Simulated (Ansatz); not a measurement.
# Phonons of LaTe (Fm-3m) against volume, part 2 of 2

Aim: how the phonons of LaTe (Fm-3m) shift with volume, and the thermal expansion that follows.

Ansatz 0.2.0; DFT PBEsol, scalar-relativistic, plane waves, PAW; PAW set soft_1.

So far, highest frequency on the path or at a solved wavevector (cm⁻¹): step 2 (the dispersion) 156; step 4 (phonons at the other volume, volume ratio 0.97) 165.

## 5. Relaxing at another volume, volume ratio 1.03

The volume is scaled by 1.03 and held; symmetry leaves nothing to relax, so this is a single point. The modes can then be followed against volume.

Input file input.yaml:

```yaml
crystal:
  lattice:
    - [0.0, 3.2264858614, 3.2264858614]
    - [3.2264858614, 0.0, 3.2264858614]
    - [3.2264858614, 3.2264858614, 0.0]
  atoms:
    - { symbol: La, position: [0.0, 0.0, 0.0] }
    - { symbol: Te, position: [0.5, 0.5, 0.5] }
kpoints:
  mp_grid: { grid: [12, 12, 12] }
hamiltonian:
  xc: pbesol
  pseudopotentials: { kind: paw, azcp: { folder: soft_1 }, xc_functional: pbe }
scf:
  occupations: { method: methfessel_paxton, width: 0.2 }
output:
  forces: true
  stress: true
  eigenvalues: true
  write_density: true
  write_potential: true
  elf: true
  volumetric_format: npy
```

Command:

```console
ansatz run input.yaml --threads 4 --pin off --max-ram 10240MiB --backend cpu --events-out ev --progress --plain --runs-dir out
```

Numbers of over 12 decimals in the logs are rounded to 6 here.

Output:

```text
[...]
Crystal: 2 atoms, lattice volume = 67.177 Å³
Basis set: ecut = 420 eV, 1363 PW (Γ), exchange–correlation on 64×64×64 points (8 copies of the dense FFT grid, shifted against one another)
Bands: 18, of which v1, the nominal top of the filled ones, is band 14 counted from 1 (13 counted from 0)
Symmetry: 48 space group operations
[...]
k-points: 72 of 1728
[...]
k-point 0: bands = [... 10 lower, 8.9510, 8.9510, 8.9510, 11.2340, 11.2340, 11.2340, 11.8942, 11.8942, ... 4 higher]
  k-point 1: bands = [... 10 lower, 8.6230, 8.7724, 8.7724, 11.2487, 11.3215, 11.3215, 12.0620, 12.0620, ... 4 higher]
  k-point 2: bands = [... 10 lower, 7.9265, 8.3838, 8.3838, 11.2784, 11.5469, 11.5469, 12.3337, 12.3337, ... 4 higher]
  k-point 71: bands = [... 10 lower, 7.2486, 7.7520, 7.7520, 11.6877, 11.6877, 12.4832, 12.4832, 12.5280, ... 4 higher]
[key lines of the parts left out:]
SCF converged after 8 iterations
Free energy (F): -13066.267751 eV
Fermi energy:    11.243810 eV
P = ⅓ Tr σ = -1.7105 GPa (-17.105 kbar)
```

The job ended after 2.5 s (4 threads of Arm Neoverse V1, shared host; peak memory 0.43 GiB).

This step gave:

```
pressure        : -1.711 GPa
volume per atom : 33.59 Å³
```

The run ends at a pressure of -1.71 GPa.

## 6. Phonons at the other volume, volume ratio 1.03

The phonons are repeated at this volume on the same k and q meshes.

input.yaml, the sections that differ from step 5:

```yaml
output:
  eigenvalues: true
phonons:
  method: dfpt
  qmesh: [4, 4, 4]
  temperatures: { t_max: 1000, t_step: 50 }
  qpath:
    path:
      - [[0.0, 0.0, 0.0], [0.5, 0.0, 0.5], [0.625, 0.25, 0.625]]
      - [[0.375, 0.375, 0.75], [0.0, 0.0, 0.0], [0.5, 0.5, 0.5], [0.5, 0.25, 0.75], [0.5, 0.0, 0.5]]
    npoints: 10
# crystal, kpoints, hamiltonian, scf: as in step 5
```

Output:

```text
[...]
Crystal: 2 atoms, lattice volume = 67.177 Å³
Basis set: ecut = 420 eV, 1363 PW (Γ), exchange–correlation on 64×64×64 points (8 copies of the dense FFT grid, shifted against one another)
Bands: 18, of which v1, the nominal top of the filled ones, is band 14 counted from 1 (13 counted from 0)
Symmetry: 48 space group operations
k-points: 72 of 1728
[...]
k-point 71: bands = [... 10 lower, 7.2486, 7.7520, 7.7520, 11.6877, 11.6877, 12.4832, 12.4832, 12.5281, ... 12 higher]
[...]
ASR residual: 1.832e-4 → 0.000e0 eV/Å²; symmetrization residual: 3.161e-5 eV/Å²
  ASR residual per site (eV/Å²): 1.83e-4 9.17e-5
  Γ frequencies (cm⁻¹): 0.00 0.00 0.00 148.05 148.05 148.05
--- Phonons (arbitrary-q DFPT): 8 irreducible q on the 4×4×4 mesh ---
[...]
interpolated dispersion: 62 rows × 6 modes
[...]
[key lines of the parts left out:]
SCF converged after 11 iterations
Free energy (F): -13066.267751 eV
Fermi energy:    11.243831 eV
```

It took 10 min on 4 threads; peak memory 5.2 GiB.

This step gave:

| Property | Result |
| --- | --- |
| sum-rule residual before enforcement | 1.83e-4 eV/Å² |
| highest frequency on the path or at a solved wavevector | 148.1 cm⁻¹ |
| mean frequency | 97.1 cm⁻¹ |
| Debye temperature (second moment) | 193 K |
| logarithmic mean frequency | 89 cm⁻¹ |
| highest optical mode at the zone centre (no LO-TO term) | 148.1 cm⁻¹ |
| lowest optical zone-centre mode | 148.1 cm⁻¹ |
| lowest mode on the q mesh (acoustic modes at Γ apart) | 31.13 cm⁻¹ |
| zero-point energy per atom | 18.06 meV |
| heat capacity at 300 K | 24.44 J/(mol atoms K) |
| vibrational entropy at 300 K | 46.44 J/(mol atoms K) |
| edges of the widest gap between branches, on path and mesh | 94.2, 111.9 cm⁻¹ |

The highest optical mode at the zone centre (no LO-TO term) is 148.1 cm⁻¹, -8.4 cm⁻¹ against the base run.

## 7. Grüneisen parameters

The Grüneisen parameter of a mode is minus the logarithmic change of its frequency with volume, −d ln ω / d ln V; weighted by heat capacity it gives the expansion.

Numbers from this step:

```yaml
bulk_modulus: 62.1 GPa
```

Phonon branches along the path, in cm⁻¹:

```tsv
point	branch 1	branch 2	branch 3	branch 4	branch 5	branch 6
Γ	0	0	0	156	156	156
halfway	30	30	96	122	153	153
X	46	46	46	147	150	150
halfway	44	54	54	147	147	147
U	40	70	71	139	140	146
jump to K	40	70	71	139	140	146
halfway	35	81	88	131	133	152
Γ	0	0	0	156	156	156
halfway	59	59	69	144	145	145
L	90	100	100	118	118	124
halfway	64	69	98	121	139	139
W	48	48	92	121	147	147
halfway	43	51	67	139	146	149
X	46	46	46	147	150	150
```

The same for volume x 0.97:

```tsv
point	branch 1	branch 2	branch 3	branch 4	branch 5	branch 6
Γ	0	0	0	165	165	165
X	45	45	45	157	159	159
U	38	73	74	148	148	156
K	38	73	74	148	148	156
Γ	0	0	0	165	165	165
L	98	107	107	124	124	130
W	47	47	99	127	157	157
X	45	45	45	157	159	159
```

The same for volume x 1.03:

```tsv
point	branch 1	branch 2	branch 3	branch 4	branch 5	branch 6
Γ	0	0	0	148	148	148
X	46	46	47	137	140	140
U	41	68	68	131	131	137
K	41	68	68	131	131	137
Γ	0	0	0	148	148	148
L	82	94	94	112	112	119
W	48	48	86	115	138	138
X	46	46	47	137	140	140
```

The first set of phonon branches as a text plot (rows in cm⁻¹):

```
    162 |
    155 |********               ***********
    148 |  *     ***************  **       **            ********
    141 |   *     **    ***      *          **        ***     *
    134 |    **  *         *    *             *     **       *
    127 |       *           *  *               ******       *
    120 |      *             **                 ************
    114 |
    107 |
    100 |                    **                 ********
     93 |      *            ****                ** *    ****
     86 |    ** *           *   *             **  ***
     79 |                  *    *            **     **      *
     72 |   *    *        *      *           *       *       *
     65 |                *       *          *         *
     59 |         **    *         **       **          **     *
     52 |  *        *  *          **                    ** *****
     45 |         *******                 **              *******
     38 |       **       ********   *     *
     31 |      *                 *       *
     24 | *  **                   ** *   *
     17 |   *                       **  *
     10 |  *                         *  *
      3 |**                           **
         Γ           X  U|K            Γ         L        W     X
```

Mode Grueneisen parameter -dln(w)/dln(V), modes matched by rank; at Γ the acoustic branches take the value of a neighbouring point of the path. Mode grüneisen parameters along the path, in :

```tsv
point	branch 1	branch 2	branch 3	branch 4	branch 5	branch 6
Γ	-1.52	-1.52	2.14	1.82	1.82	1.82
halfway	-0.82	-0.82	2.50	1.58	1.96	1.96
X	-0.37	-0.22	-0.43	2.26	2.07	2.07
halfway	-0.81	0.53	0.55	2.19	2.08	2.12
U	-1.23	1.35	1.41	2.01	2.01	2.21
jump to K	-1.23	1.35	1.41	2.01	2.01	2.21
halfway	-0.73	2.27	2.11	1.73	1.71	1.96
Γ	-1.17	2.29	1.66	1.82	1.82	1.82
halfway	1.97	1.97	1.65	1.84	1.79	1.79
L	3.08	2.09	2.09	1.66	1.66	1.46
halfway	1.54	1.21	2.30	1.58	2.03	2.06
W	-0.46	-0.46	2.46	1.60	2.17	2.17
halfway	-0.90	-0.07	1.47	1.99	2.24	2.10
X	-0.37	-0.22	-0.43	2.26	2.07	2.07
```

The mode Grüneisen parameters as a text plot (rows in , shown from -1.5 to 2.6 only):

```
   2.47 |    ***             ***               *         **
   2.30 |   *       *** **     *********            *****  * ****
   2.14 |***    ********  ***** *       **    *  ***  ***********
   1.97 |    *******    ****   ***        ******* *****     ***
   1.80 |****              **   ****************  ***       **
   1.64 |    *** *         * ****   ****    *  *************
   1.47 |                 *             * **    ***  **
   1.30 |                **              *
   1.13 |                *                            *       *
   0.97 |         **    *                              *
   0.80 |                                              *
   0.63 |              *
   0.46 |              *                                *
   0.30 |                                                      *
   0.13 |
  -0.04 |           * *                                      ** *
  -0.21 |         ****                                      *  **
  -0.37 |        *   *                                   * *
  -0.54 |       *     *                                   **    *
  -0.71 |                       *                              *
  -0.88 |      *       *       * ***                        ***
  -1.04 |               *    **
  -1.21 |    **          ** *       ****
  -1.38 |  **              *
         Γ           X  U|K            Γ         L        W     X
```

(dS/dlnV)/C_V. The thermodynamic Grueneisen parameter by temperature:

```tsv
temperature (K)	thermodynamic Grueneisen parameter
50	1.33
100	1.51
150	1.55
200	1.56
250	1.57
300	1.57
350	1.57
400	1.57
450	1.57
500	1.57
550	1.57
600	1.58
650	1.58
700	1.58
750	1.58
800	1.58
850	1.58
900	1.58
950	1.58
1000	1.58
```

Gamma C_V/(B V) at the static volume. Table of volume expansion by temperature:

```tsv
temperature (K)	volume expansion (1e-6/K)
50	14.3
100	25.5
150	29.0
200	30.3
250	31.0
300	31.4
350	31.6
400	31.8
450	31.9
500	31.9
550	32
600	32.0
650	32.1
700	32.1
750	32.1
800	32.1
850	32.1
900	32.2
950	32.2
1000	32.2
```

## 8. Summary of results

```yaml
bulk_modulus: 62.1 GPa
thermodynamic_grueneisen_parameter_at_300_k: 1.57
volume_expansion_at_300_k_estimated: 31.38 × 10⁻⁶ K⁻¹
```

In words: By this estimate the volume grows by 31.4 × 10⁻⁶ per kelvin at 300 K. The highest optical mode at Γ goes from 165 to 148 cm⁻¹ as the cell grows, a Grüneisen parameter of 1.83. Mode parameters on the path run from -1.5 to 3.1, with a median of 1.8. Modes with negative values stiffen as the cell grows and pull against the expansion. Branches are matched by rank, so values near crossings are rough. The expansion is the Grüneisen estimate at the static volume, with the static bulk modulus. With no gap, or one that is small against the smearing, the frequencies hang on the k mesh and the smearing, most of all near Kohn anomalies. The phonon runs are without spin polarisation, although the cell has an odd electron count. Spin-orbit coupling is left out, which can matter for the heavy elements here. The PAW files were made for PBE and serve the other functionals too.

[Logs are printed without paths, hosts, clocks, repeated set-up lines and the standing remarks that a program may print on its own settings, such as how far it seeks lower states.]

[Hosts, paths, dates, database ids (printed as entryN), source tags and the programs' standing remarks are cut or masked in the printed files.]
